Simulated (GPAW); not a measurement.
The Be K edge of atom 2 in BePd (Pm-3m), with 8 Pd at 2.44 Å and 6 Be at 2.81 Å (cube and octahedron, as in bcc, site symmetry m-3m), was computed in 2 ways: excited-electron core hole (neutral cell) and no core hole. Program and functional: GPAW, LDA, Gaussian full width 0.9 eV up to 4 eV, rising linearly to 3.5 eV at 25 eV; cells of 2 and 16 atoms (the run without a hole in the smaller).

Each run is counted from its own lowest empty level or Fermi level and scaled to a mean of 1 over its first 20 eV.

```csv
E (eV),run 1,run 2
-2.0,0.00,0.00
-1.5,0.00,0.00
-1.0,0.00,0.01
-0.5,0.08,0.14
0.0,0.34,0.63
0.5,0.53,1.06
1.0,0.60,1.27
1.5,0.54,1.20
2.0,0.61,1.10
2.5,0.54,0.82
3.0,0.46,0.80
3.5,0.48,0.84
4.0,0.33,1.01
4.5,0.33,2.03
5.0,0.61,3.76
5.5,1.08,4.19
6.0,1.45,2.81
6.5,1.77,1.69
7.0,2.18,1.46
7.5,2.49,1.24
8.0,2.70,0.78
8.5,2.74,0.44
9.0,2.38,0.30
9.5,1.68,0.28
10.0,1.04,0.32
10.5,0.69,0.37
11.0,0.56,0.41
11.5,0.52,0.44
12.0,0.53,0.47
12.5,0.55,0.53
13.0,0.59,0.60
13.5,0.64,0.67
14.0,0.69,0.76
14.5,0.76,0.84
15.0,0.85,0.89
15.5,0.93,0.89
16.0,0.98,0.83
16.5,1.00,0.74
17.0,1.01,0.66
17.5,1.00,0.60
18.0,0.96,0.56
18.5,0.91,0.54
19.0,0.85,0.53
19.5,0.79,0.54
20.0,0.75,0.56
20.5,0.71,0.58
21.0,0.70,0.59
21.5,0.68,0.61
22.0,0.68,0.62
22.5,0.67,0.63
23.0,0.67,0.65
23.5,0.67,0.66
24.0,0.66,0.68
24.5,0.66,0.70
25.0,0.67,0.72
25.5,0.69,0.73
26.0,0.74,0.75
26.5,0.80,0.75
27.0,0.87,0.74
27.5,0.94,0.72
28.0,0.98,0.68
28.5,1.00,0.63
29.0,0.98,0.58
29.5,0.93,0.54
30.0,0.86,0.51
30.5,0.80,0.50
31.0,0.74,0.50
31.5,0.71,0.51
32.0,0.69,0.52
```

Which run is which?

Run 1: no core hole (area from −2 to 6 eV 3.6, main maxima 1.0 eV (0.60), 2.1 eV (0.62), 8.3 eV (2.76) and 16.9 eV (1.01)). Run 2: excited-electron core hole (neutral cell) (area from −2 to 6 eV 10.2, main maxima 1.0 eV (1.27), 5.3 eV (4.30) and 15.2 eV (0.90)). With each curve scaled to its own mean, the area from −2 to 6 eV with the hole is 10.2 against 3.6, and the centre of weight from −1 to 20 eV moves by -2.1 eV: the hole pulls the absorber's empty states down.

[Banner, clock and machine lines of the logs are left out without a mark of their own.]

[Logs are printed without paths, hosts, clocks, repeated set-up lines and the standing remarks that a program may print on its own settings, such as how far it seeks lower states.]

[Hosts, paths, dates, database ids (printed as entryN), source tags and the programs' standing remarks are cut or masked in the printed files.]

[Lists of maxima count a maximum above −3 eV only where it reaches 4 % of the highest in the window and stands out from its surroundings by 2 % of it (1.5 % where it reaches 55 %); shoulders and weaker maxima are passed over, and of the rest the first, up to two pre-edge ones and the few strongest are named.]
